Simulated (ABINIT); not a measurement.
## BAs (F-43m): G0W0 in ABINIT against the bands in the screening

Wanted: the cheapest bands in the screening that holds the gap of BAs (F-43m).

Program: ABINIT 10.8.3. Level of theory: LDA and many-body steps on it, plane waves. Results are calculated unless marked as measured.

**1. The starting structure**

Symmetry: F-43m, No. 216, cubic system. The conventional cell has a = 4.777 Å, b = 4.777 Å, c = 4.777 Å, α = 90.00°, β = 90.00°, γ = 90.00°. Nearest to B lie 4 As at 2.07 Å. As has 4 B at 2.07 Å nearest. Farther neighbours are not listed.

Structure file:

```cif
data_structure
_symmetry_space_group_name_H-M 'P 1'
_symmetry_Int_Tables_number 1
_cell_length_a 3.3778
_cell_length_b 3.3778
_cell_length_c 3.3778
_cell_angle_alpha 60.000
_cell_angle_beta 60.000
_cell_angle_gamma 60.000
_cell_volume 27.25
loop_
_atom_site_label
_atom_site_type_symbol
_atom_site_fract_x
_atom_site_fract_y
_atom_site_fract_z
_atom_site_occupancy
B1 B 0.00000 0.00000 0.00000 1
As2 As 0.25000 0.25000 0.25000 1
```

The cell and positions come from the Crystallography Open Database and are kept as given unless a step says otherwise.

**2. Screening, 4×4×4 mesh, 17 bands, screening to 130.6 eV**

This step: ABINIT 10.8.3; RPA screening on LDA, plane waves, norm-conserving pseudopotentials.

The RPA dielectric matrix is built and inverted for each q.

Contents of run.abi:

```
acell 3*1.0 Angstrom
rprim 
  -0.000000000000 2.388500000000 2.388500000000
  2.388500000000 -0.000000000000 2.388500000000
  2.388500000000 2.388500000000 -0.000000000000
ntypat 2
znucl 5 33
natom 2
typat 1 2
xred 
  0.000000000000 0.000000000000 0.000000000000
  0.250000000000 0.250000000000 0.250000000000
pp_dirpath "pseudos"
pseudos "B.upf, As.upf"
ecut 34
ngkpt 4 4 4
nshiftk 1
shiftk 0 0 0
kptopt 1
chksymbreak 0
istwfk *1
occopt 1
irdwfk 1
optdriver 3
nband 17
ecuteps 4.8
inclvkb 2
awtr 1
symchi 1
indata_prefix "in"
outdata_prefix "out"
tmpdata_prefix "tmp"
```

The run is started by

```bash
OMP_NUM_THREADS=1 mpirun -n 4 abinit run.abi > log
```

What it wrote:

```text
.Version 10.8.3 of ABINIT. v10.8.2 released Aug 2026.

 Symmetries : space group F-4 3 m (#216); Bravais cF (face-center cubic)
[... echo of the input left out ...]
== DATASET  1 ==================================================================
-   mpi_nproc: 4, omp_nthreads: 1 (-1 if OMP is not activated)

--- !DatasetInfo
iteration_state: {dtset: 1, }
dimensions: {natom: 2, nkpt: 8, mband: 17, nsppol: 1, nspinor: 1, nspden: 1, mpw: 1807, }
cutoff_energies: {ecut:  34.0, pawecutdg:  -1.0, }
electrons: {nelect:   1.80000000E+01, charge:   0.00000000E+00, occopt:   1.00000000E+00, tsmear:   1.00000000E-02, }

 SCREENING: Calculation of the susceptibility and dielectric matrices

 Based on a program developped by R.W. Godby, V. Olevano, G. Onida, and L. Reining.
 Incorporated in ABINIT by V. Olevano, G.-M. Rignanese, and M. Torrent.
.Using double precision arithmetic ; gwpc =  8

[... cell and pseudopotentials left out ...]
--------------------------------------------------------------------------------

 ==== K-mesh for the wavefunctions ====
 Number of points in the irreducible wedge :     8
[... list of points left out ...]
 Together with 24 symmetry operations and time-reversal symmetry
 yields    64 points in the full Brillouin Zone.

 ==== Q-mesh for the screening function ====
 Number of points in the irreducible wedge :     8
[... list of points left out ...]
 Together with 24 symmetry operations and time-reversal symmetry
 yields    64 points in the full Brillouin Zone.

 setmesh: FFT mesh size selected  =    24x   24x   24
          total number of points  =        13824

 vcoul_init : cutoff-mode = AUXILIARY_FUNCTION
 q-points for optical limit:   1
     1)      0.000010    0.000020    0.000030

- screening: taking advantage of time-reversal symmetry
- Maximum band index for partially occupied states nbvw = 9
- Remaining bands to be divided among processors   nbcw = 8
- Number of bands treated by each node ~2

 Number of electrons calculated from density =   18.0000; Expected =   18.0000
 average of density, n =  0.097875
 r_s =    1.3461
 omega_plasma =   30.1780 [eV]

 calculating chi0 at frequencies [eV] :
  1    0.000000E+00    0.000000E+00
  2    0.000000E+00    3.017802E+01

--------------------------------------------------------------------------------
  q-point number  1        q = ( 0.000000, 0.000000, 0.000000) [r.l.u.]
--------------------------------------------------------------------------------
[... chi0 elements left out ...]
 For q-point:  0.000010 0.000020 0.000030
  dielectric constant =  14.0017
  dielectric constant without local fields =  15.4220

  Average fulfillment of the sum rule on Im[epsilon] for q-point    1 :     12.81  [%]
[... wings left out ...]
  q-point number  2        q = ( 0.250000, 0.000000, 0.000000) [r.l.u.]
--------------------------------------------------------------------------------
[... chi0 elements left out ...]
  Average fulfillment of the sum rule on Im[epsilon] for q-point    2 :     37.25  [%]

 [... 6 further q-points ...]
```

It took 3.2 s on 4 MPI ranks of Arm Neoverse V1, shared host; peak memory 0.35 GiB.

Numbers from this step:

- ε∞ with local fields, on this mesh, along the program's q direction: 14.00
- the same without local fields: 15.42
- plasma frequency: 30.18 eV
- plane waves in the screening matrix: 89

Local fields lower ε∞ by 9 %. On a Γ-centred mesh this coarse the value itself is usually too large, while a short band sum pulls it down.

**3. 17 bands**

The self-energy is evaluated for the states that the input lists, and the levels follow from it, in one-shot runs by the linearised quasiparticle equation.

This step: G0W0 on LDA, plane waves, norm-conserving pseudopotentials.

Edit run.abi of step 2 so:

```diff
@@ -23,8 +23,17 @@
 irdwfk 1
-optdriver 3
-nband 17
+optdriver 4
+nband 29
+gwcalctyp 0
+ecutsigx 34
+symsigma 1
+nkptgw 2
+kptgw 
+  0.0000000000 0.0000000000 0.0000000000
+  0.5000000000 0.5000000000 0.0000000000
+bdgw 
+  7 12
+  8 11
 ecuteps 4.8
-inclvkb 2
-awtr 1
-symchi 1
+irdscr 1
+ppmodel 1
 indata_prefix "in"
```

What it wrote:

```text
.Version 10.8.3 of ABINIT. v10.8.2 released Aug 2026.

 Symmetries : space group F-4 3 m (#216); Bravais cF (face-center cubic)
[... echo of the input left out ...]
== DATASET  1 ==================================================================
-   mpi_nproc: 4, omp_nthreads: 1 (-1 if OMP is not activated)

--- !DatasetInfo
iteration_state: {dtset: 1, }
dimensions: {natom: 2, nkpt: 8, mband: 29, nsppol: 1, nspinor: 1, nspden: 1, mpw: 1807, }
cutoff_energies: {ecut:  34.0, pawecutdg:  -1.0, }
electrons: {nelect:   1.80000000E+01, charge:   0.00000000E+00, occopt:   1.00000000E+00, tsmear:   1.00000000E-02, }

 SIGMA: Calculation of the GW corrections

 Based on a program developped by R.W. Godby, V. Olevano, G. Onida, and L. Reining.
 Incorporated in ABINIT by V. Olevano, G.-M. Rignanese, and M. Torrent.
.Using double precision arithmetic ; gwpc =  8

[... cell and pseudopotentials left out ...]
--------------------------------------------------------------------------------

 ==== K-mesh for the wavefunctions ====
 Number of points in the irreducible wedge :     8
[... list of points left out ...]
 Together with 24 symmetry operations and time-reversal symmetry
 yields    64 points in the full Brillouin Zone.

 ==== Q-mesh for screening function ====
 Number of points in the irreducible wedge :     8
[... list of points left out ...]
 Together with 24 symmetry operations and time-reversal symmetry
 yields    64 points in the full Brillouin Zone.

 vcoul_init : cutoff-mode = AUXILIARY_FUNCTION
 q-points for optical limit:   1
     1)      0.000010    0.000020    0.000030
 setmesh: FFT mesh size selected  =    36x   36x   36
          total number of points  =        46656

 Number of electrons calculated from density =   18.0000; Expected =   18.0000
 average of density, n =  0.097875
 r_s =    1.3461
 omega_plasma =   30.1780 [eV]

 === KS Band Gaps ===
  >>>> For spin  1
   Minimum direct gap =   3.2646 [eV], located at k-point      :   0.0000  0.0000  0.0000
   Fundamental gap    =   1.3515 [eV], Top of valence bands at :   0.0000  0.0000  0.0000
                                       Bottom of conduction at :   0.5000  0.5000  0.0000
 SIGMA fundamental parameters:
 PLASMON POLE MODEL  1
 number of plane-waves for SigmaX                 1807
 number of plane-waves for SigmaC and W             89
 number of plane-waves for wavefunctions          1807
 number of bands                                    29
 number of independent spin polarizations            1
 number of spinorial components                      1
 number of k-points in IBZ                           8
 number of q-points in IBZ                           8
 number of symmetry operations                      24
 number of k-points in BZ                           64
 number of q-points in BZ                           64
 number of frequencies for dSigma/dE                 9
 frequency step for dSigma/dE [eV]                0.25
 number of omega for Sigma on real axis              0
 max omega for Sigma on real axis  [eV]           0.00
 zcut for avoiding poles [eV]                     0.10

 EPSILON^-1 parameters (SCR file):
 dimension of the eps^-1 matrix on file             89
 dimension of the eps^-1 matrix used                89
 number of plane-waves for wavefunctions          1807
 number of bands                                    17
 number of q-points in IBZ                           8
 number of frequencies                               2
 number of real frequencies                          1
 number of imag frequencies                          1

 matrix elements of self-energy operator (all in [eV])

 Perturbative Calculation

--- !SelfEnergy_ee
iteration_state: {dtset: 1, }
kpoint     : [   0.000,    0.000,    0.000, ]
spin       : 1
KS_gap     :    3.265
QP_gap     :    4.175
Delta_QP_KS:    0.910
data: !SigmaeeData |
     Band     E0 <VxcDFT>   SigX SigC(E0)      Z dSigC/dE  Sig(E)    E-E0       E
        7   6.440 -13.886 -15.788   1.906   0.807  -0.240 -13.883   0.003   6.443
        8   6.440 -13.886 -15.788   1.906   0.807  -0.240 -13.883   0.003   6.443
        9   6.440 -13.886 -15.788   1.906   0.807  -0.240 -13.883   0.003   6.443
       10   9.705 -12.825  -8.273  -3.424   0.809  -0.236 -11.912   0.913  10.618
       11   9.705 -12.825  -8.273  -3.424   0.809  -0.236 -11.912   0.913  10.618
       12   9.705 -12.825  -8.273  -3.424   0.809  -0.236 -11.912   0.913  10.618

--- !SelfEnergy_ee
iteration_state: {dtset: 1, }
kpoint     : [   0.500,    0.500,    0.000, ]
spin       : 1
KS_gap     :    5.421
QP_gap     :    6.747
Delta_QP_KS:    1.326
data: !SigmaeeData |
     Band     E0 <VxcDFT>   SigX SigC(E0)      Z dSigC/dE  Sig(E)    E-E0       E
        8   2.371 -12.908 -16.448   3.131   0.788  -0.269 -13.231  -0.323   2.049
        9   2.371 -12.908 -16.448   3.131   0.788  -0.269 -13.231  -0.323   2.049
       10   7.792 -11.361  -6.620  -3.518   0.820  -0.219 -10.357   1.003   8.795
       11   7.889 -11.104  -6.492  -3.503   0.816  -0.225 -10.199   0.905   8.794

== END DATASET(S) ==============================================================
================================================================================

 -outvars: echo values of variables after computation  --------
           etotal      0.0000000000E+00
            nband          29
             nkpt           8
          spgroup         216
 [... the other variables as echoed above ...]

 Calculation completed.
```

The job ended after 2.9 s (4 MPI ranks; peak memory 0.12 GiB; 11 s of CPU time).

This step gave:

```
G0W0 gap on the points computed              : 2.351 eV
starting gap on the mesh                     : 1.351 eV
k of the valence top                         : 0, 0, 0
k of the conduction bottom                   : 0.5, 0.5, 0
Z at the valence top                         : 0.807
Z at the conduction bottom                   : 0.816
least direct G0W0 gap on the computed points : 4.175 eV
```

The gap on the mesh goes from 1.35 eV to 2.35 eV, a correction of +1.00 eV.

**4. Screening, 4×4×4 mesh, 29 bands, screening to 130.6 eV**

This step: RPA screening on LDA, plane waves, norm-conserving pseudopotentials.

Edit run.abi of step 3 so:

```diff
@@ -23,17 +23,8 @@
 irdwfk 1
-optdriver 4
+optdriver 3
 nband 29
-gwcalctyp 0
-ecutsigx 34
-symsigma 1
-nkptgw 2
-kptgw 
-  0.0000000000 0.0000000000 0.0000000000
-  0.5000000000 0.5000000000 0.0000000000
-bdgw 
-  7 12
-  8 11
 ecuteps 4.8
-irdscr 1
-ppmodel 1
+inclvkb 2
+awtr 1
+symchi 1
 indata_prefix "in"
```

What it wrote:

```text
.Version 10.8.3 of ABINIT. v10.8.2 released Aug 2026.

 Symmetries : space group F-4 3 m (#216); Bravais cF (face-center cubic)
[... echo of the input left out ...]
== DATASET  1 ==================================================================
-   mpi_nproc: 4, omp_nthreads: 1 (-1 if OMP is not activated)

--- !DatasetInfo
iteration_state: {dtset: 1, }
dimensions: {natom: 2, nkpt: 8, mband: 29, nsppol: 1, nspinor: 1, nspden: 1, mpw: 1807, }
cutoff_energies: {ecut:  34.0, pawecutdg:  -1.0, }
electrons: {nelect:   1.80000000E+01, charge:   0.00000000E+00, occopt:   1.00000000E+00, tsmear:   1.00000000E-02, }

 SCREENING: Calculation of the susceptibility and dielectric matrices

 Based on a program developped by R.W. Godby, V. Olevano, G. Onida, and L. Reining.
 Incorporated in ABINIT by V. Olevano, G.-M. Rignanese, and M. Torrent.
.Using double precision arithmetic ; gwpc =  8

[... cell and pseudopotentials left out ...]
--------------------------------------------------------------------------------

 ==== K-mesh for the wavefunctions ====
 Number of points in the irreducible wedge :     8
[... list of points left out ...]
 Together with 24 symmetry operations and time-reversal symmetry
 yields    64 points in the full Brillouin Zone.

 ==== Q-mesh for the screening function ====
 Number of points in the irreducible wedge :     8
[... list of points left out ...]
 Together with 24 symmetry operations and time-reversal symmetry
 yields    64 points in the full Brillouin Zone.

 setmesh: FFT mesh size selected  =    24x   24x   24
          total number of points  =        13824

 vcoul_init : cutoff-mode = AUXILIARY_FUNCTION
 q-points for optical limit:   1
     1)      0.000010    0.000020    0.000030

- screening: taking advantage of time-reversal symmetry
- Maximum band index for partially occupied states nbvw = 9
- Remaining bands to be divided among processors   nbcw = 20
- Number of bands treated by each node ~5

 Number of electrons calculated from density =   18.0000; Expected =   18.0000
 average of density, n =  0.097875
 r_s =    1.3461
 omega_plasma =   30.1780 [eV]

 calculating chi0 at frequencies [eV] :
  1    0.000000E+00    0.000000E+00
  2    0.000000E+00    3.017802E+01

--------------------------------------------------------------------------------
  q-point number  1        q = ( 0.000000, 0.000000, 0.000000) [r.l.u.]
--------------------------------------------------------------------------------
[... chi0 elements left out ...]
 For q-point:  0.000010 0.000020 0.000030
  dielectric constant =  14.0796
  dielectric constant without local fields =  15.4581

  Average fulfillment of the sum rule on Im[epsilon] for q-point    1 :     31.15  [%]
[... wings left out ...]
  q-point number  2        q = ( 0.250000, 0.000000, 0.000000) [r.l.u.]
--------------------------------------------------------------------------------
[... chi0 elements left out ...]
  Average fulfillment of the sum rule on Im[epsilon] for q-point    2 :     47.53  [%]

 [... 6 further q-points ...]
```

It took 4.5 s on 4 MPI ranks; peak memory 0.37 GiB; 18 s of CPU time.

Numbers from this step:

| Property | Result |
| --- | --- |
| ε∞ with local fields, on this mesh, along the program's q direction | 14.08 |
| the same without local fields | 15.46 |
| plasma frequency | 30.18 eV |
| plane waves in the screening matrix | 89 |

(Part 1 of 2 ends here.)

[Paths, hosts, dates, memory and timing lines, banners, echoed tables and standing remarks are left out of the program output.]

[Logs are printed without paths, hosts, clocks, repeated set-up lines and the standing remarks that a program may print on its own settings, such as how far it seeks lower states.]

[Runs of the session that timed out or met a known fault of the program may be left out.]

[No measured gap is set beside runs whose start may be inverted or whose files or cutoffs have a known fault.]

[Hosts, paths, dates, database ids (printed as entryN), source tags and the programs' standing remarks are cut or masked in the printed files.]

[G0W0 gaps are taken among the corrected bands and points alone; a level outside them can change the order at an edge.]

[Where Ansatz stands beside ABINIT at settings called matched, ABINIT's density can come from a denser mesh and the files from another edition; pairs whose starting gaps differed by over 0.03 eV were left out, so agreement reads better than it is.]
